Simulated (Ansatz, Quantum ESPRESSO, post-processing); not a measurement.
# Ballistic transmission: vacuum gap of 7.0 Å between two Pd(111) faces, part 3 of 3

How well does the junction conduct in the ballistic limit? It is: vacuum gap of 7.0 Å between two Pd(111) faces.

Quantum ESPRESSO 7.5; plane-wave DFT, PBE, GBRV ultrasoft pseudopotentials; cross-check by Ansatz 0.2.0 with PAW datasets.

So far. Step 2 (SCF with pw.x): The run needed 17 iterations to bring the estimated error under 1e-07 Ry; the largest force on any atom, held or free, is 0.09 eV/Å.

## (4) Transmission with pwcond.x

Level of this step: transmission by pwcond, lead and junction from one cell; plane-wave DFT, PBE, GBRV ultrasoft pseudopotentials (Quantum ESPRESSO).

The input, cond.w.in:

```
&inputcond
  outdir = './out'
  prefixt = 'scf'
  tran_file = 'cond.w.dat'
  bdl = 2.4494897421
  bds = 16.3930040423
  ikind = 1
  ewind = 4.0
  epsproj = 0.001
  nz1 = 7
  energy0 = 0.4
  denergy = -0.4
/
14
  0.00000000 0.00000000 0.01000000
  0.00000000 0.10000000 0.06000000
  0.00000000 0.20000000 0.06000000
  0.00000000 0.30000000 0.06000000
  0.00000000 0.40000000 0.06000000
  0.00000000 0.50000000 0.03000000
  0.10000000 0.20000000 0.06000000
  0.10000000 0.30000000 0.12000000
  0.10000000 0.40000000 0.12000000
  0.10000000 0.50000000 0.12000000
  0.20000000 0.40000000 0.06000000
  0.20000000 0.50000000 0.12000000
  0.20000000 0.60000000 0.06000000
  0.30000000 0.60000000 0.06000000
3
```

The run is started by

```
> OMP_NUM_THREADS=1 mpirun -n 4 pwcond.x -in cond.w.in > cond.w.out
```

Numbers of over 12 decimals in the logs are rounded to 6 here.

The log of the run:

```text
[banner, memory and clock lines left out]
Program PWCOND v.7.5 starts
[citation notice left out]

[...]
./out/scf.save/

[...]
negative rho (up, down):  1.511E+00 0.000E+00
     Reading collected, re-writing distributed wavefunctions

===== INPUT FILE containing all the regions =====

     GEOMETRY:

     lattice parameter (alat)  =       5.2648  a.u.
     the volume                =    2071.7123 (a.u.)^3
     the cross section         =      24.0044 (a.u.)^2
     l of the unit cell        =      16.3930 (alat)
     number of atoms/cell      =           18
     number of atomic types    =            1

     crystal axes: (cart. coord. in units of alat)
               a(1) = (  1.0000  0.0000  0.0000 )
               a(2) = (  0.5000  0.8660  0.0000 )
               a(3) = (  0.0000  0.0000 16.3930 )

   Cartesian axes

     site n.     atom                  positions (alat units)
          1        Pd     tau(  1)=(  0.0000  0.0000 16.3930  )
          2        Pd     tau(  2)=(  0.5000  0.2887  0.8165  )
          3        Pd     tau(  3)=(  1.0000  0.5774  1.6330  )
          4        Pd     tau(  4)=(  0.0000  0.0000  2.4495  )
          5        Pd     tau(  5)=(  0.5000  0.2887  3.2660  )
          6        Pd     tau(  6)=(  1.0000  0.5774  4.0825  )
          7        Pd     tau(  7)=(  0.0000  0.0000  4.8990  )
          8        Pd     tau(  8)=(  0.5000  0.2887  5.7155  )
          9        Pd     tau(  9)=(  1.0000  0.5774  6.5320  )
         10        Pd     tau( 10)=(  0.0000  0.0000  9.0445  )
         11        Pd     tau( 11)=(  0.5000  0.2887  9.8610  )
         12        Pd     tau( 12)=(  1.0000  0.5774 10.6775  )
         13        Pd     tau( 13)=(  0.0000  0.0000 11.4940  )
         14        Pd     tau( 14)=(  0.5000  0.2887 12.3105  )
         15        Pd     tau( 15)=(  1.0000  0.5774 13.1270  )
         16        Pd     tau( 16)=(  0.0000  0.0000 13.9435  )
         17        Pd     tau( 17)=(  0.5000  0.2887 14.7600  )
         18        Pd     tau( 18)=(  1.0000  0.5774 15.5765  )

     nr1s                      =           24
     nr2s                      =           24
     nr3s                      =          360
     nr1sx                     =           24
     nr2sx                     =           24
     nr3sx                     =          360
     nr1                       =           24
     nr2                       =           24
     nr3                       =          400
     nr1x                      =           24
     nr2x                      =           24
     nr3x                      =          400

 _______________________________
  Radii of nonlocal spheres:

     type       ibeta     ang. mom.          radius (alat units)
       Pd         1         0                    0.4428
       Pd         2         0                    0.4428
       Pd         3         1                    0.4428
       Pd         4         1                    0.4428
       Pd         5         2                    0.4428
       Pd         6         2                    0.4428
----- General information -----

--- T calc. with identical leads (ikind=1) ---

     nrx                       =           24
     nry                       =           24
     nz1                       =            7

     energy0               =         4.0E-01
     denergy               =        -4.0E-01
     nenergy               =          3
     ecut2d                =         4.0E+01
     ewind                 =         4.0E+00
     epsproj               =         1.0E-03

     number of k_|| points=   14
                       cryst. coord.
        k(    1) = (   0.0000000   0.0000000), wk =   0.0100000
        k(    2) = (   0.0000000   0.1000000), wk =   0.0600000
[...]
k(   14) = (   0.3000000   0.6000000), wk =   0.0600000
----- Information about left/right lead -----

     nocros                   =           18
     noins                    =           36
     norb                     =           72
     norbf                    =          288
     nrz                      =           54

      iorb      type   ibeta   ang. mom.   m       position (alat)
        1        1       1        0        1   taunew(   1)=(  0.0000  0.0000  0.0000)
        2        1       2        0        1   taunew(   2)=(  0.0000  0.0000  0.0000)
[...]
72        1       6        2        5   taunew(  72)=(  0.0000  0.0000  2.4495)
    k slab    z(k)  z(k+1)     crossing(iorb=1,norb)
    1   0.0000 0.0454 0.0454   111111111111111111000000000000000000000000000000000000000000000000000000
    2   0.0454 0.0907 0.0454   111111111111111111000000000000000000000000000000000000000000000000000000
[...]
54   2.4041 2.4495 0.0454   000000000000000000000000000000000000000000000000000000111111111111111111
----- Information about scattering region -----

     noins                    =          252
     norb                     =          288
     norbf                    =          288
     nrz                      =          306

      iorb      type   ibeta   ang. mom.   m       position (alat)
        1        1       1        0        1   taunew(   1)=(  0.0000  0.0000  0.0000)
        2        1       2        0        1   taunew(   2)=(  0.0000  0.0000  0.0000)
[...]
288        1       6        2        5   taunew( 288)=(  0.0000  0.0000 13.9435)
 ngper, shell number =           85          11
 ngper, n2d =           85          36
---  E-Ef =    0.4000000  k =    0.0000000   0.0000000
---  ie =          1  ik =          1
 Nchannels of the left tip =            1
 Right moving states:
   k1(2pi/a)   k2(2pi/a)   E-Ef (eV)
   0.2988459  -0.0000018   0.4000000
 Left moving states:
   k1(2pi/a)   k2(2pi/a)   E-Ef (eV)
  -0.2988445  -0.0000018   0.4000000

 to transmit
 Band j to band i transmissions and reflections:
    j         i     |T_ij|^2    |R_ij|^2

    1 -->     1     0.01084     0.98916
   Total T_j, R_j =    0.01084  0.98916

E-Ef(ev), T(x2 spins) =    0.4000000   0.0216764
---  E-Ef =    0.0000000  k =    0.0000000   0.0000000
---  ie =          2  ik =          1
 Nchannels of the left tip =            3
 Right moving states:
   k1(2pi/a)   k2(2pi/a)   E-Ef (eV)
   0.2346776  -0.0000019   0.0000000
   0.3129416  -0.0000014   0.0000000
   0.3129416  -0.0000014   0.0000000
 Left moving states:
   k1(2pi/a)   k2(2pi/a)   E-Ef (eV)
  -0.2346756  -0.0000019   0.0000000
  -0.3130339  -0.0000015   0.0000000
  -0.3130339  -0.0000015   0.0000000

 to transmit
 Band j to band i transmissions and reflections:
    j         i     |T_ij|^2    |R_ij|^2

    1 -->     1     0.00572     0.99428
    1 -->     2     0.00000     0.00000
    1 -->     3     0.00000     0.00000
   Total T_j, R_j =    0.00572  0.99428

    2 -->     1     0.00000     0.00000
    2 -->     2     0.00000     0.21206
    2 -->     3     0.00000     0.78794
   Total T_j, R_j =    0.00000  1.00000

    3 -->     1     0.00000     0.00000
    3 -->     2     0.00000     0.78794
    3 -->     3     0.00000     0.21206
   Total T_j, R_j =    0.00000  1.00000

E-Ef(ev), T(x2 spins) =    0.0000000   0.0114417
---  E-Ef =   -0.4000000  k =    0.0000000   0.0000000
---  ie =          3  ik =          1
 Nchannels of the left tip =            3
 Right moving states:
   k1(2pi/a)   k2(2pi/a)   E-Ef (eV)
   0.0365414  -0.0000015  -0.4000000
   0.0365414  -0.0000015  -0.4000000
   0.1745745  -0.0000020  -0.4000000
 Left moving states:
   k1(2pi/a)   k2(2pi/a)   E-Ef (eV)
  -0.0366126  -0.0000015  -0.4000000
  -0.0366126  -0.0000015  -0.4000000
  -0.1745718  -0.0000020  -0.4000000

 to transmit
 Band j to band i transmissions and reflections:
    j         i     |T_ij|^2    |R_ij|^2

    1 -->     1     0.00000     0.07326
    1 -->     2     0.00000     0.92674
    1 -->     3     0.00000     0.00000
   Total T_j, R_j =    0.00000  1.00000

    2 -->     1     0.00000     0.92674
    2 -->     2     0.00000     0.07326
    2 -->     3     0.00000     0.00000
   Total T_j, R_j =    0.00000  1.00000

    3 -->     1     0.00000     0.00000
    3 -->     2     0.00000     0.00000
    3 -->     3     0.00323     0.99677
   Total T_j, R_j =    0.00323  0.99677

E-Ef(ev), T(x2 spins) =   -0.4000000   0.0064589
 ngper, shell number =           79          44
 ngper, n2d =           79          38
[... further energies and points left out ...]
---  E-Ef =    0.4000000  k =    0.3000000   0.6000000
---  ie =          1  ik =         14
 Nchannels of the left tip =            1
 Right moving states:
   k1(2pi/a)   k2(2pi/a)   E-Ef (eV)
   0.3202326  -0.0000023   0.4000000
 Left moving states:
   k1(2pi/a)   k2(2pi/a)   E-Ef (eV)
  -0.3199050  -0.0000023   0.4000000

 to transmit
 Band j to band i transmissions and reflections:
    j         i     |T_ij|^2    |R_ij|^2

    1 -->     1     0.00000     1.00000
   Total T_j, R_j =    0.00000  1.00000

E-Ef(ev), T(x2 spins) =    0.4000000   0.0000034
---  E-Ef =    0.0000000  k =    0.3000000   0.6000000
---  ie =          2  ik =         14
 Nchannels of the left tip =            1
 Right moving states:
   k1(2pi/a)   k2(2pi/a)   E-Ef (eV)
   0.4416406  -0.0000017   0.0000000
 Left moving states:
   k1(2pi/a)   k2(2pi/a)   E-Ef (eV)
  -0.4402511  -0.0000017   0.0000000

 to transmit
 Band j to band i transmissions and reflections:
    j         i     |T_ij|^2    |R_ij|^2

    1 -->     1     0.00000     1.00000
   Total T_j, R_j =    0.00000  1.00000

E-Ef(ev), T(x2 spins) =    0.0000000   0.0000073
---  E-Ef =   -0.4000000  k =    0.3000000   0.6000000
---  ie =          3  ik =         14
 Nchannels of the left tip =            0
 Right moving states:
   k1(2pi/a)   k2(2pi/a)   E-Ef (eV)
 Left moving states:
   k1(2pi/a)   k2(2pi/a)   E-Ef (eV)

 to transmit
          E-Ef(ev), T =   -0.4000000   0.0000000
   T_tot     0.40000      0.18505E-02
   T_tot     0.00000      0.15123E-02
   T_tot    -0.40000      0.19840E-02

[...]
```

The job ended after 32 s (4 MPI ranks of Arm Neoverse V2, shared host; peak memory 0.26 GiB).

The run finished, but its numbers are not taken as the system's. The fault: channel counts that the second code doesn't bear out, a failure of the reduced basis or of the integration along z.

## (5) The same in Ansatz

A second code with its own PAW datasets, on the same atoms.

Level of this step: plane-wave DFT, PBE, Ansatz PAW (Ansatz 0.2.0).

The input, input.yaml:

```yaml
crystal:
  lattice:
    - [2.7860007179, 0.0, 0.0]
    - [1.3930003589, 2.4127473966, 0.0]
    - [0.0, 0.0, 45.6709210303]
  atoms:
    - { symbol: Pd, position: [0.0, 0.0, 0.0] }
    - { symbol: Pd, position: [0.333333333, 0.333333333, 0.049807624] }
    - { symbol: Pd, position: [0.666666667, 0.666666667, 0.0996152479] }
    - { symbol: Pd, position: [0.0, 0.0, 0.1494228719] }
    - { symbol: Pd, position: [0.333333333, 0.333333333, 0.1992304958] }
    - { symbol: Pd, position: [0.666666667, 0.666666667, 0.2490381198] }
    - { symbol: Pd, position: [0.0, 0.0, 0.2988457438] }
    - { symbol: Pd, position: [0.333333333, 0.333333333, 0.3486533677] }
    - { symbol: Pd, position: [0.666666667, 0.666666667, 0.3984609917] }
    - { symbol: Pd, position: [0.0, 0.0, 0.5517313844] }
    - { symbol: Pd, position: [0.333333333, 0.333333333, 0.6015390083] }
    - { symbol: Pd, position: [0.666666667, 0.666666667, 0.6513466323] }
    - { symbol: Pd, position: [0.0, 0.0, 0.7011542562] }
    - { symbol: Pd, position: [0.333333333, 0.333333333, 0.7509618802] }
    - { symbol: Pd, position: [0.666666667, 0.666666667, 0.8007695042] }
    - { symbol: Pd, position: [0.0, 0.0, 0.8505771281] }
    - { symbol: Pd, position: [0.333333333, 0.333333333, 0.9003847521] }
    - { symbol: Pd, position: [0.666666667, 0.666666667, 0.950192376] }
kpoints:
  mp_grid: { grid: [10, 10, 1] }
hamiltonian:
  xc: pbe
scf:
  occupations: { method: fermi_dirac, width: 0.1 }
  convergence: { dr2_threshold: 1.0e-08 }
output:
  transmission: { leads: [[0, 3]], e_range: [-0.4, 0.4], de: 0.4, kmesh: [10, 10] }
  write_potential: true
  write_density: true
  volumetric_format: npy
```

The run is started by

```
> ansatz run input.yaml --threads 4 --pin off --max-ram 8192MiB --backend cpu --events-out ev --progress --plain --runs-dir out
```

The log of the run:

```text
Engine: ansatz 0.2.0, aarch64-unknown-linux-gnu
Pseudopotentials: kind: paw
Pseudopotential: Pd, paw, valence charge 18, recommended cutoff 420 eV (normal), Pd.paw.azcp
Functional definition: PBE
  parameter kappa = 0.804
  parameter beta = 0.066725
  exchange = pbe_x(kappa = kappa, mu = beta*pi^2/3)
  correlation = pbe_c(beta = beta)
Crystal: 18 atoms, lattice volume = 306.996 Å³
Basis set: ecut = 420 eV, 6057 PW (Γ)
Bands: 195, of which v1, the nominal top of the filled ones, is band 162 counted from 1 (161 counted from 0)
Symmetry: 12 space group operations
Space group: P-3m1 (ITA 164), of the structure as read, at distance tolerance 6.7e-5 Å
k-points: 14 of 100
Non-local potential: Pd, projectors of the file, l = 0: 2, l = 1: 2, l = 2: 2, l = 3: 1
PAW form: soft (Blöchl's): semilocal exchange-correlation on the pseudo side does not see the compensation charge
PAW one-centre angular grid: Pd, 590 points (default); XC on 64 Gauss nodes
Initial density: superposition of atomic densities (neutral atoms: chi_scale 0, normalization atom), corrected by the library's trained network
Initial wavefunctions: pseudopotential atomic-orbital guess
Functional: x = pbe(κ = 0.804, μ = 0.219515), c = pbe(β = 0.066725)
SCF iter   1: F=—  HF=-125511.017722 eV  |F-HF|=—  |Δ(HF+E_count)|=         —  Δρ=1.72e-2  dr2=6.64e1  ethr=1.77e-3  ⟨swp⟩=6.0  Hψ=9507  notcnv=0  defer=121
preconditioner: auto → LDOS  [metal: Δε(μ)=0.009 eV  Ē_g=8.291 eV  σ=0.100 eV  W_gap=0.02  n_scr=118 (ndim 8)  ℏωp=28.4 eV  f_vac=0.094  D(μ)=34.46/eV (n_scr^D=382)  β→1.0]
SCF iter   2: F=—  HF=-125510.896506 eV  |F-HF|=—  |Δ(HF+E_count)|=   1.21e-1  Δρ=5.53e-3  dr2=2.22e0  ethr=1.77e-3  ⟨swp⟩=1.6  Hψ=3202  notcnv=0  defer=157
SCF iter   3: F=—  HF=-125510.879877 eV  |F-HF|=—  |Δ(HF+E_count)|=   1.66e-2  Δρ=1.39e-3  dr2=3.50e-2  ethr=6.85e-4  ⟨swp⟩=1.7  Hψ=2569  notcnv=0  defer=172
SCF iter   4: F=—  HF=-125510.879427 eV  |F-HF|=—  |Δ(HF+E_count)|=   4.50e-4  Δρ=5.96e-4  dr2=1.07e-2  ethr=1.08e-5  ⟨swp⟩=2.0  Hψ=3408  notcnv=0  defer=172
SCF iter   5: F=—  HF=-125510.879362 eV  |F-HF|=—  |Δ(HF+E_count)|=   6.50e-5  Δρ=2.74e-4  dr2=3.55e-3  ethr=3.30e-6  ⟨swp⟩=1.7  Hψ=2780  notcnv=0  defer=172
SCF iter   6: F=—  HF=-125510.879341 eV  |F-HF|=—  |Δ(HF+E_count)|=   2.12e-5  Δρ=1.36e-4  dr2=5.78e-4  ethr=1.09e-6  ⟨swp⟩=1.6  Hψ=2589  notcnv=0  defer=172
SCF iter   7: F=—  HF=-125510.879329 eV  |F-HF|=—  |Δ(HF+E_count)|=   1.16e-5  Δρ=5.65e-5  dr2=5.76e-5  ethr=1.78e-7  ⟨swp⟩=1.6  Hψ=2791  notcnv=0  defer=172
SCF iter   8: F=—  HF=-125510.879328 eV  |F-HF|=—  |Δ(HF+E_count)|=   6.55e-7  Δρ=2.03e-5  dr2=7.17e-6  ethr=1.78e-8  ⟨swp⟩=1.7  Hψ=2864  notcnv=0  defer=172
SCF iter   9: F=—  HF=-125510.879580 eV  |F-HF|=—  |Δ(HF+E_count)|=   2.51e-4  Δρ=8.61e-6  dr2=1.17e-6  ethr=2.21e-9  ⟨swp⟩=1.5  Hψ=2923  notcnv=0  defer=152
SCF iter  10: F=—  HF=-125510.879580 eV  |F-HF|=—  |Δ(HF+E_count)|=   3.05e-8  Δρ=3.50e-6  dr2=1.14e-7  ethr=3.60e-10  ⟨swp⟩=1.8  Hψ=3055  notcnv=0  defer=152
SCF iter  11: F=—  HF=-125510.879580 eV  |F-HF|=—  |Δ(HF+E_count)|=   3.19e-9  Δρ=1.68e-6  dr2=2.77e-8  ethr=3.52e-11  ⟨swp⟩=1.9  Hψ=3271  notcnv=0  defer=152
SCF iter  12: F=-125510.879580 eV  HF=-125510.879580 eV  |F-HF|=8.93e-9  |Δ(HF+E_count)|=  6.11e-10  Δρ=9.84e-7  dr2=9.53e-9  ethr=3.09e-12  ⟨swp⟩=11.8  Hψ=8360  notcnv=0
SCF 1 converged in 12 iterations: F = -125510.879580 eV  dr2 = 9.53e-9
  greatest PAW one-centre occupation: 0.999 electrons in one spin orbital (limit 2), on the Pd atom at site 9 (counted from 0), in its partial waves of l = 0
transmission: 102 of 1008 steps passed
transmission: 204 of 1008 steps passed
[...]
transmission: 1008 of 1008 steps passed
WARN: The output density's exchange-correlation potential varies sharply where the density is thin. Do not read a vacuum level from v_tot or v_xc, or from such a field of the output density. On a cell that repeats whose density bears no net charge and no dipole along the vacuum's axis use v_es (v_loc + v_h of the components); under efield.dipole_correction with no amplitude use v_es + v_field, which holds any externa [...]
SCF converged after 12 iterations
Free energy (F): -125510.879580 eV
Harris-Foulkes:  -125510.879580 eV  (|F-HF|=8.93e-9)
Internal energy: -125509.749830 eV  (E = F + TS)
E sigma→0 (E₀):  -125510.314705 eV
Entropy (-TS):   -1.129750 eV (-62.764 meV/atom)
Fermi energy:    16.418476 eV
--- Per-component energies (eV) ---
  E_band       = -3510.854182
  E_kinetic    = 9236.886766
  E_local      = -149829.349301  (includes V_loc(G=0)·N_el)
  E_nonlocal   = 3911.563257
  E_hartree    = 71451.113510
  E_xc         = -3030.752197
  E_vxc        = -3801.742509  (∫ρ·V_xc dr)
  E_paw        = -67504.881131  (= ΣΔE_a)
  E_vpaw       = -5930.460791  (= ΣTr[D̂ρ^β])
  E_aug_tail   = 0.003584  (compensation charges beyond the density's cutoff)
  E_ewald      = 10255.665683
  E_smearing   = -1.129750  (= −TS)
  E_closure    = -0.000000  (closes the sum)
  Σ components = -125510.879580   (vs F -125510.879580, Δ=0.00e0)
--- Band table (eV; the first three rows and the last of 14) ---
  k-point 0: bands = [... 158 lower, 15.5236, 15.6469, 15.6579, 15.6579, 15.8005, 15.8005, 15.9429, 15.9429, ... 29 higher]
  k-point 1: bands = [... 158 lower, 15.4538, 15.4762, 15.5548, 15.5769, 15.6796, 15.6820, 15.8177, 15.8410, ... 29 higher]
  k-point 2: bands = [... 158 lower, 15.5249, 15.5437, 15.6195, 15.7207, 15.7936, 15.8471, 15.9848, 16.1112, ... 29 higher]
  k-point 13: bands = [... 158 lower, 16.2834, 16.3463, 16.4077, 16.4478, 20.6920, 20.7397, 20.8222, 20.9418, ... 29 higher]
--- Transmission ---
  basis      : 61 plane waves across, 72 finite elements along
  points     : 14, standing for a mesh of 10 x 10
  energies   : 3 from -0.400000 to 0.400000 eV about the Fermi level, 0.400000 eV apart; the leads are filled to 0.000000 eV, and channels, transmission and decay are at 0.000000 eV
  crystal 0  : Pd3, at the sites [0, 3], period 6.8243 Å, over 40.95 Å; its Hamiltonian steps by up to 1.6 meV
    offset         : up to 0.0000 Å between an atom of the period and one for which it stands
    channels       : 1.270000e0 a spin
    conductance    : none, the energies end too early or step too widely for 300 K: set another output.transmission.e_range or a lower de, or, where they end at an eighth of basis.ecutwfc, a higher one
  junction   : crystal 0 to crystal 0, -0.44 to 38.41 Å
    transmission   : 6.108567e-4 a spin
    conductance    : none, the energies end too early or step too widely for 300 K: set another output.transmission.e_range or a lower de, or, where they end at an eighth of basis.ecutwfc, a higher one
```

It took 31 s on 4 threads; peak memory 1.8 GiB.

Read from the output:

- free energy: -125510.8796 eV
- energy at zero smearing: -125510.3147 eV
- smearing term TS: 1.130 eV
- Fermi energy: 16.42 eV
- symmetry operations: 12
- transmission at the Fermi level, one spin: 6.11e-4
- lead channels at the Fermi level, one spin: 1.27
- step of the lead's Hamiltonian over a period: 1.6 meV

Per spin; mean over the k mesh across the current. The transmission, zone mean by energy, zero at the Fermi level:

```tsv
energy (eV)	transmission, zone mean
-0.400	6.9e-4
0.000	6.1e-4
0.400	8.6e-4
```

Per spin; mean over the k mesh across the current. Table of open channels, zone mean by energy, zero at the Fermi level:

```tsv
energy (eV)	open channels, zone mean
-0.400	1.86
0.000	1.27
0.400	0.55
```

## (6) All levels side by side

All levels:

```tsv
step	T at the Fermi level (per spin)	conductance (G0)	r.m.s. T(E) from the first	CPU time of the step (s)	peak memory (GiB)
Ansatz	6.11e-4	-	0	104.2	1.795
pwcond	6.02e-4	6.02e-4	4.47e-5	235	0.27
pwcond, changed setting	7.56e-4	7.56e-4	1.98e-4	127.2	0.26
```

Per spin; mean over the k mesh across the current. Transmission, zone mean against energy, zero at the Fermi level:

```tsv
energy (eV)	Ansatz	pwcond	pwcond, changed setting
-0.400	6.9e-4	7.5e-4	9.9e-4
0.000	6.1e-4	6.0e-4	7.6e-4
0.400	8.6e-4	8.1e-4	9.3e-4
```

## (7) Results

```yaml
conductance_by_pwcond_in_doubt: 6.0e-4 G₀
conductance_by_ansatz: 6.1e-4 G₀
```

What this shows: pwcond (PBE, GBRV ultrasoft) gives 6.0e-4 G₀ and Ansatz (PAW) 6.1e-4 G₀ a cell at the Fermi level; the pwcond value is in doubt, since it shows channel counts that differ from the second code's on over 12 % of the mesh's weight. No independent third code was run. The geometry is as built, not relaxed, and the leads are short.

[Logs are printed without paths, hosts, clocks, repeated set-up lines and the standing remarks that a program may print on its own settings, such as how far it seeks lower states.]

[Hosts, paths, dates, database ids (printed as entryN), source tags and the programs' standing remarks are cut or masked in the printed files.]

[Maps of the electrostatic potential energy from Ansatz leave out the sawtooth potential of an applied field or a dipole correction, so their vacuum need not be flat; planar profiles and work functions include it.]
